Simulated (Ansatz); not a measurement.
# La2C (built on the sites of a database entry of Sc2C): the cell at rest

Wanted: the relaxed cell of La2C (built on the sites of a database entry of Sc2C).

Calculated with Ansatz 0.2.0; DFT PBEsol, scalar-relativistic, plane waves, norm-conserving pseudopotentials.

The structure was built from a prototype and need not be the compound's stable phase.

### 1. The structure

Symmetry: P-3m1, No. 164, trigonal system. Conventional cell: a = 3.882 Å, b = 3.882 Å, c = 6.580 Å, α = 90.00°, β = 90.00°, γ = 120.00°. Nearest to La lie 3 C at 2.66 Å. C has 6 La at 2.66 Å nearest. Farther neighbours are not listed.

### 2. Probe on a coarse mesh

A quick single point on a coarse mesh tells whether the cell has a gap and how far it is from rest, which sets the k mesh and smearing that follow.

File input.yaml:

```yaml
crystal:
  lattice:
    - [3.88151, 0.0, 0.0]
    - [-1.94075, 3.36149, 0.0]
    - [0.0, 0.0, 6.57998]
  atoms:
    - { symbol: La, position: [0.66666667, 0.33333333, 0.71756367] }
    - { symbol: La, position: [0.33333333, 0.66666667, 0.28243633] }
    - { symbol: C, position: [0.0, 0.0, 0.5] }
kpoints:
  mp_grid: { grid: [6, 6, 4] }
hamiltonian:
  xc: pbesol
  pseudopotentials: { kind: nc }
scf:
  occupations: { method: gaussian, width: 0.1 }
output:
  forces: true
  stress: true
  eigenvalues: true
```

On the command line:

```
$ ansatz run input.yaml --threads 8 --pin off --max-ram 14336MiB --backend cpu --events-out ev --progress --plain --runs-dir out
```

Numbers of over 12 decimals in the logs are rounded to 6 here.

The program printed:

```text
Engine: ansatz 0.2.0, aarch64-unknown-linux-gnu
Pseudopotentials: kind: nc
Pseudopotential: La, nc, valence charge 11, recommended cutoff 1496.626244 eV (normal), La.nc.azcp (PseudoDojo's, or run here from an input of PseudoDojo's: the run reads no file of this project's for it)
[...]
--- Band table (eV; the first three rows and the last of 24) ---
  k-point 0: bands = [... 9 lower, 7.1143, 8.3611, 8.3611, 8.6180, 11.2692, 11.4306, 11.7628, 11.7628]
  k-point 1: bands = [... 9 lower, 7.0071, 8.3406, 8.3406, 8.9451, 10.8333, 11.4860, 11.6730, 11.6730]
  k-point 2: bands = [... 9 lower, 6.9155, 8.3206, 8.3206, 9.4218, 10.3129, 11.4835, 11.5966, 11.5966]
  k-point 23: bands = [... 9 lower, 8.1817, 8.1817, 8.9702, 10.3673, 10.9872, 10.9872, 11.4797, 11.4798]
[key lines of the parts left out:]
SCF converged after 9 iterations
Free energy (F): -2074.497361 eV
Fermi energy:    10.074246 eV
P = ⅓ Tr σ = -5.1944 GPa (-51.944 kbar)
```

It took 10 s on 8 threads of Arm Neoverse N1, shared host; peak memory 0.98 GiB.

Numbers from this step:

```yaml
pressure: -5.194 GPa
volume_per_atom: 28.62 Å³
gap_on_the_k_mesh: 0 eV
```

The coarse mesh shows no gap and a pressure of -5.2 GPa.

### 3. Bringing the structure to rest, k-mesh 12×12×6

Harmonic phonons are second derivatives at a point where the forces vanish, and they are wanted at zero stress, so atoms and cell are relaxed first.

input.yaml, as its differences from that of step 2:

```diff
@@ -10,3 +10,3 @@
 kpoints:
-  mp_grid: { grid: [6, 6, 4] }
+  mp_grid: { grid: [12, 12, 6] }
 hamiltonian:
@@ -20 +20,10 @@
   eigenvalues: true
+  write_density: true
+  write_potential: true
+  elf: true
+  volumetric_format: npy
+relax:
+  adjacent_minimum: "off"
+  f_tol: 0.005
+  max_steps: 80
+  cell: { stress_tol: 0.05 }
```

The program printed:

```text
[...]
Crystal: 3 atoms, lattice volume = 85.853 Å³
Basis set: ecut = 1496.626244 eV, 11333 PW (Γ), exchange–correlation on 100×100×180 points (8 copies of the dense FFT grid, shifted against one another)
Bands: 17, of which v1, the nominal top of the filled ones, is band 13 counted from 1 (12 counted from 0)
Symmetry: 12 space group operations
[...]
k-points: 100 of 864
[...]
SCF iter   1: F=—  HF=-2075.463694 eV  |F-HF|=—  |Δ(HF+E_count)|=         —  Δρ=3.83e-2  dr2=6.03e0  ethr=3.10e-3  ⟨swp⟩=19.7  Hψ=21568  notcnv=0
[...]
SCF iter   9: F=-2074.500242 eV  HF=-2074.500242 eV  |F-HF|=5.73e-8  |Δ(HF+E_count)|=   2.37e-8  Δρ=7.29e-6  dr2=7.82e-8  ethr=3.85e-10  ⟨swp⟩=61.7  Hψ=41250  notcnv=0
SCF 1 converged in 9 iterations: F = -2074.500242 eV  dr2 = 7.82e-8
relax step   1: F+E_penalty+E_count = -2074.50024218 eV  Δ(F+E_penalty+E_count) = +0.000e0 eV  max|allowed force component| = 5.627e-1 eV/Å  Δτ_max = 0.0000 Å  P = -5.322 GPa  Ω = 85.853 Å³  (9 SCF iters, dr2 threshold 1.00e-7 eV, accepted)
Crystal: 3 atoms, lattice volume = 77.194 Å³
Basis set: ecut = 1496.626244 eV, 10139 PW (Γ), exchange–correlation on 100×100×180 points (8 copies of the dense FFT grid, shifted against one another)
[...]
SCF iter   1: F=—  HF=-2074.872367 eV  |F-HF|=—  |Δ(HF+E_count)|=         —  Δρ=3.02e-2  dr2=2.80e0  ethr=3.10e-3  ⟨swp⟩=25.5  Hψ=28535  notcnv=0  defer=2
[...]
SCF iter   8: F=-2074.431650 eV  HF=-2074.431650 eV  |F-HF|=1.02e-7  |Δ(HF+E_count)|=   3.18e-7  Δρ=1.24e-5  dr2=1.64e-7  ethr=1.15e-9  ⟨swp⟩=42.7  Hψ=36045  notcnv=0
SCF 2 converged in 8 iterations: F = -2074.431650 eV  dr2 = 1.64e-7
  Residual-converged pass: ⟨swp⟩=1.1  Hψ=2117  notcnv=0  max |occ|·‖R‖ = 7.1e-9 eV (tolerance 1.0e-8 eV)  dr2=1.64e-7  max |Δocc| = 1.0e-10
relax step   2: F+E_penalty+E_count = -2074.43165040 eV  Δ(F+E_penalty+E_count) = +6.859e-2 eV  max|allowed force component| = 2.108e0 eV/Å  Δτ_max = 0.1393 Å  P = +5.890 GPa  Ω = 77.194 Å³  energy of the carried Pulay correction = +3.358e-4 eV  (8 SCF iters, dr2 threshold 3.00e-7 eV, rejected (line search))
Crystal: 3 atoms, lattice volume = 81.825 Å³
Basis set: ecut = 1496.626244 eV, 10751 PW (Γ), exchange–correlation on 100×100×180 points (8 copies of the dense FFT grid, shifted against one another)
SCF iter   1: F=—  HF=-2075.037298 eV  |F-HF|=—  |Δ(HF+E_count)|=         —  Δρ=3.04e-2  dr2=3.25e0  ethr=3.10e-3  ⟨swp⟩=24.3  Hψ=27141  notcnv=0  defer=7
[...]
SCF iter  11: F=-2074.646295 eV  HF=-2074.646295 eV  |F-HF|=2.27e-12  |Δ(HF+E_count)|=  5.72e-10  Δρ=7.54e-8  dr2=6.49e-12  ethr=1.00e-12  ⟨swp⟩=45.0  Hψ=29534  notcnv=0
SCF 3 converged in 11 iterations: F = -2074.646295 eV  dr2 = 6.49e-12
relax step   3: F+E_penalty+E_count = -2074.64629548 eV  Δ(F+E_penalty+E_count) = -1.461e-1 eV  max|allowed force component| = 2.928e-1 eV/Å  Δτ_max = 0.0058 Å  P = -2.980 GPa  Ω = 81.825 Å³  energy of the carried Pulay correction = +1.519e-4 eV  (11 SCF iters, accepted)
[...]
relax step   4: F+E_penalty+E_count = -2074.71716869 eV  Δ(F+E_penalty+E_count) = -7.087e-2 eV  max|allowed force component| = 2.820e-2 eV/Å  Δτ_max = 0.0181 Å  P = -0.283 GPa  Ω = 78.582 Å³  energy of the carried Pulay correction = +2.796e-4 eV  (8 SCF iters, dr2 threshold 3.00e-7 eV, accepted)
[...]
relax step   5: F+E_penalty+E_count = -2074.72443421 eV  Δ(F+E_penalty+E_count) = -7.266e-3 eV  max|allowed force component| = 8.430e-2 eV/Å  Δτ_max = 0.0061 Å  P = +0.004 GPa  Ω = 78.363 Å³  energy of the carried Pulay correction = +2.884e-4 eV  (6 SCF iters, dr2 threshold 3.00e-7 eV, accepted)
[...]
relax step   6: F+E_penalty+E_count = -2074.72524840 eV  Δ(F+E_penalty+E_count) = -8.142e-4 eV  max|allowed force component| = 4.972e-3 eV/Å  Δτ_max = 0.0106 Å  P = -0.003 GPa  Ω = 78.882 Å³  energy of the carried Pulay correction = +2.676e-4 eV  (6 SCF iters, dr2 threshold 3.00e-7 eV, accepted)
Basis set: ecut = 1496.626244 eV, 10441 PW (Γ), exchange–correlation on 96×96×180 points (8 copies of the dense FFT grid, shifted against one another)
[...]
SCF iter   1: F=—  HF=-2074.725025 eV  |F-HF|=—  |Δ(HF+E_count)|=         —  Δρ=2.77e-5  dr2=9.65e-8  ethr=2.54e-6  ⟨swp⟩=9.3  Hψ=31463  notcnv=0
eigensolver tolerance schedule: the retry pair's looser diagonalisation over-reported the residual by 6843.31 of it (diagonalisation noise at an unbounded share of the residual, at the tolerance the schedule requests for it); recorded, not acted on — ethr = c·dr2/N_el stays at c = 1.0e-1
[...]
SCF iter   2: F=—  HF=-2074.725045 eV  |F-HF|=—  |Δ(HF+E_count)|=   1.97e-5  Δρ=1.36e-5  dr2=2.66e-8  ethr=3.71e-10  ⟨swp⟩=8.1  Hψ=7000  notcnv=0
[...]
SCF iter   7: F=-2074.725045 eV  HF=-2074.725045 eV  |F-HF|=3.64e-12  |Δ(HF+E_count)|=  3.64e-12  Δρ=7.69e-8  dr2=4.13e-12  ethr=1.00e-12  ⟨swp⟩=13.0  Hψ=11682  notcnv=0
SCF 7 converged in 7 iterations: F = -2074.725045 eV  dr2 = 4.13e-12
relax step   7: F+E_penalty+E_count = -2074.72504504 eV  Δ(F+E_penalty+E_count) = +2.034e-4 eV  max|allowed force component| = 4.928e-3 eV/Å  Δτ_max = 0.0000 Å  P = -0.004 GPa  Ω = 78.882 Å³  stress off target by 1.42e-2 GPa  SCF on the basis re-selected at this cell (its energy is not comparable with the rows above)  (7 SCF iters)
basis re-selected at this cell: Δ(F+E_penalty+E_count) = +2.034e-4 eV, ΔP = -0.001 GPa vs the last step (what re-selecting the basis moved, of the pressure what is left beyond the Pulay correction that the steps carried, after the strain that the cell walked since its last selection, with what the two solves' SCF thresholds leave and, on support functions, any second-order correction that the steps lacked; it is no measure of the basis error at this ecutwfc). The dense FFT grid was sized anew with the basis: this SCF ran on 48×48×90 points, the steps before it on 50×50×90, so part of this shift can come from that change (see relax.cell in the input reference). [rest of the remark cut]
SCF converged after 7 iterations
Free energy (F): -2074.725045 eV
[...]
Internal energy: -2074.715504 eV  (E = F + TS)
E sigma→0 (E₀):  -2074.720274 eV
Entropy (-TS):   -0.009541 eV (-3.180 meV/atom)
Fermi energy:    11.108982 eV
[...]
--- Forces (eV/Å), atoms counted from 1 ---
  atom   1  La     0.00000000     0.00000000     0.00492838
  atom   2  La    -0.00000000    -0.00000000    -0.00492838
  atom   3  C      0.00000000     0.00000000     0.00000000
  max |Σ_I F_I| component: 1.11e-16 eV/Å
--- Stress (GPa, compression-positive) ---
       -0.013808       0.000000      -0.000000
        0.000000      -0.013808       0.000000
       -0.000000       0.000000       0.014228
  P = ⅓ Tr σ = -0.0045 GPa (-0.045 kbar)
--- Band table (eV; the first three rows and the last of 100) ---
  k-point 0: bands = [... 9 lower, 7.9257, 9.3050, 9.3050, 9.7256, 12.0136, 12.3420, 12.9971, 12.9971]
  k-point 1: bands = [... 9 lower, 7.8855, 9.2995, 9.2995, 9.8353, 11.8169, 12.4363, 12.9237, 12.9683]
  k-point 2: bands = [... 9 lower, 7.8096, 9.2884, 9.2884, 10.0927, 11.4866, 12.5063, 12.8804, 12.9161]
  k-point 99: bands = [... 9 lower, 9.0842, 9.0842, 9.8980, 11.5118, 12.3377, 12.3377, 12.5070, 12.7142]
--- Relaxed structure (6 steps of the walk, 5 accepted, 1 SCFs on fresh bases) ---
  F+E_penalty+E_count = -2074.72504504 eV   max|allowed force component| = 4.928e-3 eV/Å   (the final SCF, on the basis selected at the relaxed cell)
  cell:  # Å, volume = 78.8822 Å³
    - [3.660679, -2.7225134004318183e-6, -2.9722717356415273e-18]
    - [-1.830337, 3.170242, 2.972274288145921e-18]
    - [-5.0386239664882036e-18, 2.9090608962498896e-18, 6.797125]
  atoms:
    - { symbol: La, position: [0.666667, 0.333333, 0.711374] }
    - { symbol: La, position: [0.333333, 0.666667, 0.288626] }
    - { symbol: C, position: [0, 0, 0.500000] }
```

Elapsed: 4.9 min, on 8 threads; peak memory 1.5 GiB; 33 min of CPU time.

The steps of the relaxation:

| step | energy less that of the first step (eV) | largest force component (eV/Å) | pressure (GPa) | volume (Å³) |
| --- | --- | --- | --- | --- |
| 1 | 0.0000 | 0.5627 | -5.32 | 85.85 |
| 2 | 0.0686 | 2.1082 | 5.89 | 77.19 |
| 3 | -0.1461 | 0.2928 | -2.98 | 81.83 |
| 4 | -0.2169 | 0.0282 | -0.28 | 78.58 |
| 5 | -0.2242 | 0.0843 | 0.00 | 78.36 |
| 6 | -0.2250 | 0.0050 | 0.00 | 78.88 |
| 7* | -0.2248 | 0.0049 | 0.00 | 78.88 |

Relaxation steps marked * repeat the geometry before them on a plane-wave basis chosen anew for their cell, so energy and pressure can jump there. Relaxation step 2 was tried and not accepted.

The run keeps the 12 symmetry operations that it works with, so distortions that break them were not tested.

| conventional cell, symmetrised | before | after | change |
| --- | --- | --- | --- |
| a (Å) | 3.882 | 3.661 | -5.7 % |
| b (Å) | 3.882 | 3.661 | -5.7 % |
| c (Å) | 6.580 | 6.797 | +3.3 % |
| volume (Å³/atom) | 28.62 | 26.29 | -8.1 % |

The atoms that moved most (Å, as changes of fractional coordinates times the final cell):

| atom | dx | dy | dz | length |
| --- | --- | --- | --- | --- |
| La1 | 0.000 | 0.000 | -0.042 | 0.042 |
| La2 | 0.000 | 0.000 | 0.042 | 0.042 |

Final coordinates:

```
La C
1.0
     3.66068    0.00000    0.00000
    -1.83034    3.17024    0.00000
     0.00000    0.00000    6.79712
La C
2 1
Direct
  0.66667 0.33333 0.71137
  0.33333 0.66667 0.28863
  0.00000 0.00000 0.50000
```

This step gave:

```yaml
pressure: -0.004463 GPa
volume_per_atom: 26.29 Å³
```

ELF in the ac plane at fractional y = 0.333, with atoms of La within 0.2 Å of it. It is the smooth field of the valence electrons, not physical close to the nuclei.

Ten even steps from '0' (0.01) to '9' (0.85), each cell a mean:
```
23443211000111
12322111222111
11111135666532
11001368999974
31002599978997
31002698301798
31112697100498
31212598301697
23432379877985
34653247999853
46775323565322
56776421121113
45554421111123
33333222222222
23332211222212
34544211111112
45665321111112
56765321000012
45665310000012
23443210000001
12221111111111
11111111222111
22222222222222
33333221111122
```
Columns run along a (3.7 Å), rows up along c (6.8 Å). Atoms in or near the plane, at fractional coordinates: La at (0.67, 0.71).

Valence density in the ac plane at fractional y = 0.333, with atoms of La within 0.2 Å of it. It is the smooth field of the valence electrons, not physical close to the nuclei.

Ten even steps from '0' (0.0 e/Å³) to '9' (1.7 e/Å³), each cell a mean:
```
00000000000000
00000000000000
00000001222110
00000024677521
00000148999962
10000279634984
10001389301795
10001279634984
10001258999963
11111124787531
11111111232211
11111100010000
11111100000000
11211100000000
12221100000000
12332100000001
23332100000001
12332100000000
12221100000000
01110000000000
00000000000000
00000000000000
00000000000000
00000000000000
```
Columns run along a (3.7 Å), rows up along c (6.8 Å). Atoms in or near the plane, at fractional coordinates: La at (0.67, 0.71).

Electrostatic potential energy in the ac plane at fractional y = 0.333, with atoms of La within 0.2 Å of it. With pseudopotentials it is smooth inside the atoms' cores, unlike the true potential.

Ten even steps from '_' (-84 eV) to '@' (13 eV), each cell a mean:
```
@@@@@@@@@@@@@@@@@@@@@@@@@@@@
@@@@@@@@@@@@@@@@@@@@@@@@@@@@
@@@@@@@@@@@@@@@@%%%%%%%%@@@@
@@@@@@@@@@@@%%##******##%%@@
@@@@@@@@@@%%##++--::::==##%%
@@@@@@@@@@%%**::______..++##
@@@@@@@@@@%%++..________==##
@@@@@@@@@@%%**::______..++##
@@@@@@@@@@%%##++::....==**%%
@@@@@@@@@@@@%%##**++**##%%@@
@@@@@@@@@@@@@@@@%%%%%%%%@@@@
@@@@@@@@@@@@@@@@@@@@@@@@@@@@
@@@@@@@@@@@@@@@@@@@@@@@@@@@@
@@@@@@@@@@@@@@@@@@@@@@@@@@@@
@@@@@@@@@@@@@@@@@@@@@@@@@@@@
@@%%%%%%%%@@@@@@@@@@@@@@@@@@
%%%%%%%%%%@@@@@@@@@@@@@@@@@@
%%%%%%%%%%@@@@@@@@@@@@@@@@@@
@@%%%%%%%%@@@@@@@@@@@@@@@@@@
@@@@@@@@@@@@@@@@@@@@@@@@@@@@
@@@@@@@@@@@@@@@@@@@@@@@@@@@@
@@@@@@@@@@@@@@@@@@@@@@@@@@@@
@@@@@@@@@@@@@@@@@@@@@@@@@@@@
@@@@@@@@@@@@@@@@@@@@@@@@@@@@
```
Columns run along a (3.7 Å; values clipped at the 3rd and 97th percentile), rows up along c (6.8 Å). Atoms in or near the plane, at fractional coordinates: La at (0.67, 0.71).

In this step the volume went from 28.62 to 26.29 Å³/atom.

### 4. Bringing the structure to rest, k-mesh 15×15×6

The relaxation is repeated from its end, on the mesh and smearing that suit the cell and gap now reached.

input.yaml, the sections that differ from step 3:

```yaml
crystal:
  lattice:
    - [3.6606785945, -2.7225e-06, 0.0]
    - [-1.8303369395, 3.1702420192, 0.0]
    - [0.0, 0.0, 6.7971248218]
  atoms:
    - { symbol: La, position: [0.6666666667, 0.3333333333, 0.7113744449] }
    - { symbol: La, position: [0.3333333333, 0.6666666667, 0.2886255551] }
    - { symbol: C, position: [0.0, 0.0, 0.5] }
kpoints:
  mp_grid: { grid: [15, 15, 6] }
output:
  forces: true
  stress: true
  eigenvalues: true
# hamiltonian, scf, relax: as in step 3
```

The program printed:

```text
[...]
Crystal: 3 atoms, lattice volume = 78.882 Å³
Basis set: ecut = 1496.626244 eV, 10441 PW (Γ), exchange–correlation on 96×96×180 points (8 copies of the dense FFT grid, shifted against one another)
Bands: 17, of which v1, the nominal top of the filled ones, is band 13 counted from 1 (12 counted from 0)
Symmetry: 12 space group operations
[...]
k-points: 146 of 1350
[...]
--- Relaxed structure (3 steps of the walk, 2 accepted, 1 SCFs on fresh bases) ---
[...]
cell:  # Å, volume = 78.7733 Å³
    - [3.661169, -2.722862060336235e-6, 2.0504408260339699e-19]
    - [-1.830582, 3.170666, -1.025223054296356e-19]
    - [3.807245535058328e-19, 0, 6.785927]
  atoms:
    - { symbol: La, position: [0.666667, 0.333333, 0.711956] }
    - { symbol: La, position: [0.333333, 0.666667, 0.288044] }
    - { symbol: C, position: [0, 0, 0.500000] }
[key lines of the parts left out:]
SCF converged after 10 iterations
Free energy (F): -2074.726200 eV
Fermi energy:    11.141387 eV
P = ⅓ Tr σ = 0.0120 GPa (0.120 kbar)
```

Wall time 3.6 min (8 threads); peak memory 1.6 GiB.

Step by step:

| step | energy less that of the first step (eV) | largest force component (eV/Å) | pressure (GPa) | volume (Å³) |
| --- | --- | --- | --- | --- |
| 1 | 0.0000 | 0.0286 | 0.07 | 78.88 |
| 2 | 0.0029 | 0.1995 | -0.38 | 78.50 |
| 3 | -0.0001 | 0.0008 | 0.01 | 78.77 |
| 4* | -0.0001 | 0.0008 | 0.01 | 78.77 |

Relaxation steps marked * repeat the geometry before them on a plane-wave basis chosen anew for their cell, so energy and pressure can jump there. Relaxation step 2 was tried and not accepted.

The run keeps the 12 symmetry operations that it works with, so distortions that break them were not tested.

| conventional cell, symmetrised | before | after | change |
| --- | --- | --- | --- |
| a (Å) | 3.661 | 3.661 | +0.0 % |
| b (Å) | 3.661 | 3.661 | +0.0 % |
| c (Å) | 6.797 | 6.786 | -0.2 % |
| volume (Å³/atom) | 26.29 | 26.26 | -0.1 % |

Final coordinates:

```
La C
1.0
     3.66117    0.00000    0.00000
    -1.83058    3.17067    0.00000
     0.00000    0.00000    6.78593
La C
2 1
Direct
  0.66667 0.33333 0.71196
  0.33333 0.66667 0.28804
  0.00000 0.00000 0.50000
```

Numbers from this step:

```yaml
pressure: 0.01199 GPa
volume_per_atom: 26.26 Å³
```

In this step the volume went from 26.29 to 26.26 Å³/atom.

### 5. Relaxing to small forces for the phonons

Phonons need a cell at rest on their own settings, so the relaxation is repeated with tight tolerances on forces and stress on the k mesh and occupations of the first response run.

input.yaml, the sections that differ from step 4:

```yaml
crystal:
  lattice:
    - [3.6611686526, -2.7229e-06, 0.0]
    - [-1.8305819682, 3.1706664221, 0.0]
    - [0.0, 0.0, 6.7859270861]
  atoms:
    - { symbol: La, position: [0.6666666667, 0.3333333333, 0.7119560003] }
    - { symbol: La, position: [0.3333333333, 0.6666666667, 0.2880439997] }
    - { symbol: C, position: [0.0, 0.0, 0.5] }
scf:
  occupations: { method: methfessel_paxton, width: 0.2 }
relax:
  adjacent_minimum: "off"
  f_tol: 0.001
  max_steps: 60
  cell: { stress_tol: 0.01 }
# kpoints, hamiltonian, output: as in step 4
```

The program printed:

```text
[...]
Crystal: 3 atoms, lattice volume = 78.773 Å³
Basis set: ecut = 1496.626244 eV, 10405 PW (Γ), exchange–correlation on 96×96×180 points (8 copies of the dense FFT grid, shifted against one another)
Bands: 17, of which v1, the nominal top of the filled ones, is band 13 counted from 1 (12 counted from 0)
Symmetry: 12 space group operations
[...]
k-points: 146 of 1350
[...]
--- Relaxed structure (3 steps of the walk, 2 accepted, 1 SCFs on fresh bases) ---
[...]
cell:  # Å, volume = 78.7860 Å³
    - [3.661394, -2.723067064555035e-6, 0]
    - [-1.830695, 3.170861, 0]
    - [0, 0, 6.786184]
  atoms:
    - { symbol: La, position: [0.666667, 0.333333, 0.711865] }
    - { symbol: La, position: [0.333333, 0.666667, 0.288135] }
    - { symbol: C, position: [0, 0, 0.5] }
[key lines of the parts left out:]
SCF converged after 11 iterations
Free energy (F): -2074.720546 eV
Fermi energy:    11.136145 eV
P = ⅓ Tr σ = -0.0010 GPa (-0.010 kbar)
```

Elapsed: 3.6 min, on 8 threads; peak memory 1.6 GiB.

Little changed from the start: no atom moved by 0.005 Å and no cell edge by 0.1 %.

Numbers from this step:

```
pressure : -0.001034 GPa
```

The largest force component left is 0.26 meV/Å and the pressure is -0.001 GPa, within the tolerances set. The cell now holds 26.26 Å³/atom.

### 6. Summary of results

```
space group after relaxation (within 0.01 Å) : P-3m1
lattice constant a                           : 3.661 Å
lattice constant b                           : 3.661 Å
lattice constant c                           : 6.786 Å
volume per atom                              : 26.3 Å³
```

**Reading.** The largest force component left is 0.26 meV/Å and the pressure is -0.001 GPa, within the tolerances set. The cell now holds 26.26 Å³/atom. The relaxation keeps the symmetry of its start, so it says nothing on stability against lower symmetry. Spin-orbit coupling is left out, which can matter for the heavy elements here. The starting cell was built on a prototype and not taken from a measurement, so the phase need not exist.

[Logs are printed without paths, hosts, clocks, repeated set-up lines and the standing remarks that a program may print on its own settings, such as how far it seeks lower states.]

[Hosts, paths, dates, database ids (printed as entryN), source tags and the programs' standing remarks are cut or masked in the printed files.]
